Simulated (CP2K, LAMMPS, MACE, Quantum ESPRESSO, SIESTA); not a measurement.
# Ranking relaxed geometries by hand: Ga2O3 with crystalline order left by the classical run (80 atoms)

The cell holds 80 atoms (32 Ga and 48 O). Recipe: 80 atoms (32 Fe, 48 O) placed at random at 4.44 g/cm³, melted at 5000 K for 10 ps at fixed volume with the Morse and Coulomb pair potential with partial charges (Pedone, Malavasi, Menziani, Cormack and Segre, J. Phys. Chem. B 110, 11780 (2006)). Quenched from 5000 K to 300 K at 20 K/ps and fixed volume, held 10 ps at zero pressure, then minimised at fixed cell. Then Fe was replaced by Ga and the cell scaled by 1.003 (the potential has no terms for the new elements, so the cell is a start for a DFT relaxation).

Each method relaxed the atoms from this start in the fixed cell; Quantum ESPRESSO 7.5 (PBE; plane waves, SSSP efficiency, 70/560 Ry; k-points Γ) then solved the start and every end.

```
                geometry  free energy (eV)  r.m.s. force (eV/Å)
                   start       -148255.823                0.344
end of MACE MPA-0 medium       -148257.926                0.056
 end of CP2K double zeta       -148257.867                0.064
       end of SIESTA DZP       -148257.561                0.123
```

Task: Find the energy that each relaxation gains per atom at this level, and what share of the best gain each reaches. Compare the gap between best and worst with kT at 300 K (25.9 meV).

**Working.**

MACE MPA-0 medium: -148255.823 − (-148257.926) = 2.103 eV, or 26.3 meV an atom; 100 % of the best.

CP2K double zeta: -148255.823 − (-148257.867) = 2.044 eV, or 25.5 meV an atom; 97 % of the best.

SIESTA DZP: -148255.823 − (-148257.561) = 1.738 eV, or 21.7 meV an atom; 83 % of the best.

MACE MPA-0 medium gains most. SIESTA DZP ends 0.365 eV higher for the cell, 4.6 meV an atom, which is 0.18 kT an atom and 14 kT for the cell.

Limits: no end is a minimum of this level.

[Logs are printed without paths, hosts, clocks, repeated set-up lines and the standing remarks that a program may print on its own settings, such as how far it seeks lower states.]

[Hosts, paths, dates, database ids (printed as entryN), source tags and the programs' standing remarks are cut or masked in the printed files.]
